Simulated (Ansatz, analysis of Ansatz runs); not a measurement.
## Na2CdCl4 (Pbam), nudged elastic band: V_Na hop (3.9 Å) (q = −1)

Wanted: path and barrier of a jump of Na in Na2CdCl4 (Pbam) at charge −1. The case: V_Na hop (3.9 Å), in a cell of 28 host atoms with 1 Na taken out.

Program: Ansatz 0.2.0. Level of theory: plane-wave PAW DFT, PBEsol; nudged elastic band between two relaxed defect structures at fixed charge in a uniform background. Results are calculated unless marked as measured.

This is a report of a sequence of runs, with most program output left out.

### 1. Set-up

The cell holds 27 atoms: 7 Na, 4 Cd and 16 Cl. Cell: a = 6.983 Å, b = 11.869 Å, c = 7.833 Å, α = 90.0°, β = 90.0°, γ = 90.0°. It derives from Na2CdCl4 (space group Pbam). Nearest the centre at fractional (0.912, 0.317, 0.500): Na15 at 1.96 Å, Cl22 at 2.01 Å, Cl24 at 2.02 Å, Cl7 at 3.51 Å, Cl21 at 3.51 Å, Cl20 at 3.53 Å, Cl6 at 3.53 Å, Cd18 at 3.60 Å. The cell carries charge −1.

The cell's shortest repeat is 7.0 Å.

### 2. Relaxation of the start point, charge −1

The ends come first: from an unrelaxed start the top is counted from too high an energy, and the barrier comes out too low. Small random displacements break the symmetry of the ideal sites, so that the defect can distort if it gains by it. The charge of −1 is set by the electron count, and a uniform background keeps the cell neutral.

Input file qm1.start/input.yaml:

```yaml
crystal:
  lattice:
    - [6.98281772, 0.0, 0.0]
    - [0.0, 11.86862037, 0.0]
    - [0.0, 0.0, 7.83297966]
  atoms:
    - { symbol: Na, position: [0.08897747, 0.68280317, 0.25] }
    - { symbol: Na, position: [0.41102253, 0.18280317, 0.25] }
    - { symbol: Na, position: [0.58897747, 0.81719683, 0.25] }
    - { symbol: Cd, position: [0.5, 0.5, 0.0] }
    - { symbol: Cd, position: [0.0, 0.0, 0.0] }
    - { symbol: Cl, position: [0.74561492, 0.54390282, 0.25] }
    - { symbol: Cl, position: [0.25438508, 0.45609718, 0.25] }
    - { symbol: Cl, position: [0.12498427, 0.20381616, 0.0] }
[... 15 atom lines left out ...]
    - { symbol: Cl, position: [0.62498427, 0.29618384, 0.5] }
    - { symbol: Cl, position: [0.37501573, 0.70381616, 0.5] }
    - { symbol: Cl, position: [0.24561492, 0.95609718, 0.75] }
    - { symbol: Cl, position: [0.75438508, 0.04390282, 0.75] }
total_charge: -1
basis:
  ecutwfc: 420
  xc_grid: 2
hamiltonian:
  xc: pbesol
kpoints:
  mp_grid: { grid: [1, 1, 1], shift: [0.25, 0.25, 0.25] }
scf:
  occupations: { method: fixed }
  max_iter: 100
output:
  forces: true
relax:
  f_tol: 0.015
  max_steps: 70
  random_displacement: { amplitude: 0.03, seed: 3476 }
```

Launch:

```
$ ansatz run input.yaml --threads 4 --pin off --max-ram 7536MiB --backend cpu --events-out ev --progress --plain --runs-dir out
```

Run time: 89 s. Hardware: 4 threads of Arm Neoverse N1, shared host; peak memory 0.83 GiB.

The steps of the relaxation:

```csv
step,energy less that of the first step (eV),largest force component (eV/Å)
1,0.0000,0.5132
2,-0.1422,0.1024
3,-0.1533,0.0551
4,-0.1571,0.0341
5,-0.1591,0.0150
6,-0.1596,0.0172
7,-0.1595,0.0257
8,-0.1601,0.0048
```

Relaxation step 7 was tried and not accepted.

The atoms that moved most (Å, from the sites as typed, ahead of the random displacement, the mean shift of all atoms taken out):

```csv
atom,dx,dy,dz,length
Na2,-0.079,0.265,0.001,0.276
Cl6,-0.044,0.169,-0.008,0.175
Cl13,-0.060,-0.111,0.006,0.126
Cl26,-0.027,-0.089,-0.004,0.094
Na3,0.036,-0.085,-0.002,0.092
Cl27,-0.043,-0.075,0.005,0.086
Cl22,0.011,-0.046,0.065,0.080
Cl8,0.012,-0.046,-0.059,0.076
```

The relaxed structure:

```xyz
27
Lattice="6.9828 0.0000 0.0000 0.0000 11.8686 0.0000 0.0000 0.0000 7.8330" Properties=species:S:1:pos:R:3 pbc="T T T"
Na    0.6300    8.0407    1.9534
Na    2.7843    2.4334    1.9566
Na    4.1425    9.6133    1.9538
Cd    3.5193    5.9001    0.0219
Cd   -0.0209    0.0271    0.0214
Cl    5.1564    6.6237    1.9478
Cl    1.8160    5.4112    1.9638
Cl    0.8780    2.3720   -0.0620
Cl    6.1337    9.4382   -0.0145
Cl    4.3394    3.5143   -0.0675
Cl    2.6190    8.3543   -0.0075
Cl    1.7020   11.3215    1.9511
Cl    5.2009    0.4094    1.9610
Na    0.6483    8.1373    5.8698
Na    6.3752    3.7950    5.8734
Na    2.8604    2.1399    5.8727
Na    4.1227    9.6661    5.8703
Cd    3.5230    5.9020    3.8904
Cd   -0.0195    0.0268    3.8907
Cl    5.2008    6.5142    5.8649
Cl    1.7581    5.4861    5.8804
Cl    0.8776    2.3721    3.9783
Cl    6.1335    9.4375    3.9185
Cl    4.3396    3.5141    3.9762
Cl    2.6191    8.3537    3.9184
Cl    1.6810   11.2574    5.8676
Cl    5.2177    0.4458    5.8766
```

Neighbours of Na15 at the end:

```csv
atom,distance (Å)
Cl10,2.793
Cl24,2.797
Cl22,2.797
Cl8,2.799
Cl21,2.908
Cl20,2.962
Cl27,3.544
Na16,3.843
```

This step gave:

| Property | Result |
| --- | --- |
| free energy | -60075.1222 eV |
| largest move from the ideal geometry of this structure, a common shift of the far atoms taken out | 0.2750 Å |

The relaxation gained 0.160 eV and ended with a largest force component of 0.0048 eV/Å.

### 3. Relaxation of the end point, charge −1

The end point is relaxed in the same cell and settings, so that the two energies compare.

Input file qm1.end/input.yaml:

```yaml
crystal:
  lattice:
    - [6.98281772, 0.0, 0.0]
    - [0.0, 11.86862037, 0.0]
    - [0.0, 0.0, 7.83297966]
  atoms:
    - { symbol: Na, position: [0.08897747, 0.68280317, 0.25] }
    - { symbol: Na, position: [0.41102253, 0.18280317, 0.25] }
[... 3 atom lines left out ...]
    - { symbol: Cl, position: [0.74561492, 0.54390282, 0.25] }
    - { symbol: Cl, position: [0.25438508, 0.45609718, 0.25] }
[... 5 atom lines left out ...]
    - { symbol: Cl, position: [0.75438508, 0.04390282, 0.25] }
[... 1 atom line left out ...]
    - { symbol: Na, position: [0.911979, 0.316481, 0.25] }
[... 2 atom lines left out ...]
    - { symbol: Cd, position: [0.5, 0.5, 0.5] }
    - { symbol: Cd, position: [0.0, 0.0, 0.5] }
    - { symbol: Cl, position: [0.74561492, 0.54390282, 0.75] }
    - { symbol: Cl, position: [0.25438508, 0.45609718, 0.75] }
    - { symbol: Cl, position: [0.12498427, 0.20381616, 0.5] }
[... 1 atom line left out ...]
    - { symbol: Cl, position: [0.62498427, 0.29618384, 0.5] }
[... 2 atom lines left out ...]
    - { symbol: Cl, position: [0.75438508, 0.04390282, 0.75] }
total_charge: -1
basis:
  ecutwfc: 420
  xc_grid: 2
hamiltonian:
  xc: pbesol
kpoints:
  mp_grid: { grid: [1, 1, 1], shift: [0.25, 0.25, 0.25] }
scf:
  occupations: { method: fixed }
  max_iter: 100
output:
  forces: true
relax:
  f_tol: 0.015
  max_steps: 70
  random_displacement: { amplitude: 0.03, seed: 3476 }
```

Run time: 74 s. Hardware: 4 threads; peak memory 0.84 GiB; 2.8 min of CPU time.

Relaxation path:

```csv
step,energy less that of the first step (eV),largest force component (eV/Å)
1,0.0000,0.5484
2,-0.1684,0.0973
3,-0.1820,0.0540
4,-0.1878,0.0369
5,-0.1899,0.0172
6,-0.1908,0.0178
7,-0.1909,0.0136
8,-0.1914,0.0079
```

The atoms that moved most (Å, from the sites as typed, ahead of the random displacement, the mean shift of all atoms taken out):

```csv
atom,dx,dy,dz,length
Na16,-0.084,0.272,0.001,0.284
Cl20,-0.044,0.170,-0.006,0.175
Cl27,-0.061,-0.113,0.006,0.129
Na17,0.040,-0.089,-0.001,0.097
Cl12,-0.028,-0.091,-0.005,0.095
Cl13,-0.043,-0.076,0.005,0.088
Cl8,0.012,-0.048,0.067,0.083
Cl22,0.013,-0.048,-0.062,0.079
```

Neighbours of Na15 at the end:

```csv
atom,distance (Å)
Cl24,2.793
Cl8,2.797
Cl10,2.798
Cl22,2.799
Cl7,2.908
Cl6,2.962
Cl13,3.546
Na2,3.847
```

Numbers from this step:

| Item | Value |
| --- | --- |
| free energy | -60075.1222 eV |
| largest move from the ideal geometry of this structure, a common shift of the far atoms taken out | 0.2835 Å |

The relaxation gained 0.191 eV and ended with a largest force component of 0.0079 eV/Å. The end lies within 1 meV of the start.

### 4. Nudged elastic band, charge −1

7 movable images are laid between the ends on straight lines. Each image feels the true force across the path and a spring force along it. The highest image is set to climb to the top of the path.

This step: plane-wave PAW DFT, PBEsol; nudged elastic band between two relaxed defect structures at fixed charge in a uniform background.

Input file qm1.neb/input.yaml:

```yaml
crystal:
  lattice:
    - [6.98281772, 0.0, 0.0]
    - [0.0, 11.86862037, 0.0]
    - [0.0, 0.0, 7.83297966]
  atoms:
    - { symbol: Na, position: [0.09022518, 0.67747925, 0.24938415] }
    - { symbol: Na, position: [0.39873526, 0.20503144, 0.24978379] }
    - { symbol: Na, position: [0.59323527, 0.8099756, 0.24942898] }
    - { symbol: Cd, position: [0.50399181, 0.49711683, 0.0027951] }
    - { symbol: Cd, position: [-0.0029955, 0.00228377, 0.00273816] }
    - { symbol: Cl, position: [0.73843745, 0.55808503, 0.24866078] }
    - { symbol: Cl, position: [0.26007006, 0.45592391, 0.25070482] }
    - { symbol: Cl, position: [0.12573271, 0.19985361, -0.00790987] }
    - { symbol: Cl, position: [0.87839828, 0.79522486, -0.00185433] }
    - { symbol: Cl, position: [0.62143469, 0.29610012, -0.00861633] }
    - { symbol: Cl, position: [0.3750602, 0.70389759, -0.00095446] }
    - { symbol: Cl, position: [0.24373955, 0.95390472, 0.24909248] }
    - { symbol: Cl, position: [0.74482095, 0.03449213, 0.25035656] }
    - { symbol: Na, position: [0.09283641, 0.68561283, 0.74937376] }
    - { symbol: Na, position: [0.91298183, 0.31974768, 0.74983249] }
    - { symbol: Na, position: [0.40963153, 0.18030104, 0.74973387] }
    - { symbol: Na, position: [0.59039966, 0.81442582, 0.74943295] }
    - { symbol: Cd, position: [0.50452865, 0.4972803, 0.49667352] }
    - { symbol: Cd, position: [-0.00278682, 0.00225544, 0.49671114] }
    - { symbol: Cl, position: [0.74480305, 0.54885706, 0.74874709] }
    - { symbol: Cl, position: [0.25178193, 0.46223928, 0.75071774] }
    - { symbol: Cl, position: [0.12568388, 0.19986629, 0.5078923] }
    - { symbol: Cl, position: [0.87836582, 0.79516147, 0.50025613] }
    - { symbol: Cl, position: [0.6214676, 0.29608444, 0.50762622] }
    - { symbol: Cl, position: [0.37507616, 0.70385112, 0.50023927] }
    - { symbol: Cl, position: [0.24074024, 0.94850067, 0.749089] }
    - { symbol: Cl, position: [0.74722023, 0.03755739, 0.75024022] }
total_charge: -1
basis:
  ecutwfc: 420
  xc_grid: 2
hamiltonian:
  xc: pbesol
kpoints:
  mp_grid: { grid: [1, 1, 1], shift: [0.25, 0.25, 0.25] }
scf:
  occupations: { method: fixed }
  max_iter: 100
output:
  forces: true
neb:
  images: 7
  f_tol: 0.03
  climbing: true
  initial_path: linear
  max_iterations: 45
  order_check: false
  optimiser: lbfgs
  final_atoms:
    - { symbol: Na, position: [0.09301004, 0.68589326, 0.24914829] }
    - { symbol: Na, position: [0.40997641, 0.1800428, 0.24944203] }
[... 3 atom lines left out ...]
    - { symbol: Cl, position: [0.74467266, 0.54893427, 0.24846579] }
    - { symbol: Cl, position: [0.25166785, 0.46241504, 0.25047422] }
[... 5 atom lines left out ...]
    - { symbol: Cl, position: [0.74717275, 0.03746621, 0.24998163] }
[... 1 atom line left out ...]
    - { symbol: Na, position: [0.91288686, 0.31985615, 1.24951301] }
[... 2 atom lines left out ...]
    - { symbol: Cd, position: [0.50403234, 0.49723196, 0.50259533] }
    - { symbol: Cd, position: [-0.00310122, 0.00215098, 0.50244979] }
    - { symbol: Cl, position: [0.73826963, 0.55818999, 0.74853954] }
    - { symbol: Cl, position: [0.25998414, 0.45596024, 0.75032045] }
    - { symbol: Cl, position: [0.12575985, 0.19971745, 0.49146323] }
[... 1 atom line left out ...]
    - { symbol: Cl, position: [0.6213597, 0.29620827, 0.49105371] }
[... 2 atom lines left out ...]
    - { symbol: Cl, position: [0.7446251, 0.03434369, 0.75004535] }
```

Elapsed: 17 min, on 4 threads; peak memory 2.6 GiB.

The path, image by image:

```csv
image,path (Å),energy (eV),"Na15: x, y, z (Å)"
0,0.000,0.0000,"6.375, 3.795, 5.873"
1,0.571,0.0994,"6.457, 4.022, 6.321"
2,1.142,0.2595,"6.549, 4.261, 6.818"
3,1.714,0.3174,"6.642, 4.484, 7.329"
4,2.269,0.3038,"6.705, 4.608, 7.855"
5,2.827,0.3159,"6.641, 4.462, 8.379"
6,3.379,0.2516,"6.547, 4.245, 8.872"
7,3.935,0.0936,"6.455, 4.012, 9.355"
8,4.488,0.0000,"6.375, 3.796, 9.787"
```

Numbers from this step:

```
free energy      : -60074.8048 eV
barrier forward  : 0.3174 eV
barrier backward : 0.3174 eV
end less start   : 6.23e-6 eV
hop length       : 3.914 Å
```

Track of the atom that was set to move:

```csv
image,x (Å),y (Å),z (Å),nearest neighbour,distance (Å)
0,6.375,3.795,5.873,Cl,2.793
1,6.457,4.022,6.321,Cl,2.694
2,6.549,4.261,6.818,Cl,2.63
3,6.642,4.484,7.329,Cl,2.638
4,6.705,4.608,7.855,Cl,2.672
5,6.641,4.462,8.379,Cl,2.637
6,6.547,4.245,8.872,Cl,2.634
7,6.455,4.012,9.355,Cl,2.699
8,6.375,3.796,9.787,Cl,2.793
```

The band met its tolerance of 0.03 eV/Å after 26 iterations, with image 3 on top (the start counts as 0). Na15, which moves farthest between the ends, has 6 Cl at 2.79 to 2.96 Å nearest at the start and 4 Cl at 2.64 to 2.87 Å at the top. The path has 2 maxima, and only the highest was climbed.

### 5. Summary of results

```yaml
barrier_forward: 0.32 eV (in doubt, see below)
barrier_backward: 0.32 eV
end_less_start: 0.00 eV
hop_length: 3.91 Å
band_iterations_as_the_log_counts_them: 26
```

**Reading.** The top of the band lies 0.32 eV above the start and 0.32 eV above the end, which are alike in energy and neighbours. The path has 2 maxima, and only the highest was climbed. With an assumed prefactor of 1e13 per second it gives one hop a second along this one path at about 120 K; whether such hops link up through the crystal wasn't checked. At the top Na15 stands 2.64 Å from its nearest Cl, 0.16 Å closer than at the start. The order of the top as a saddle was not checked for all atoms, so a bent path could be lower. No image-charge correction is applied; it largely cancels along a path if the charge stays localised alike. Keep in mind: one k-point off the zone centre stands for the whole zone; periodic copies of the defect are only 7.0 Å apart; spin–orbit coupling, which can matter with heavy atoms, is left out.

[Logs are printed without paths, hosts, clocks, repeated set-up lines and the standing remarks that a program may print on its own settings, such as how far it seeks lower states.]

[Hosts, paths, dates, database ids (printed as entryN), source tags and the programs' standing remarks are cut or masked in the printed files.]
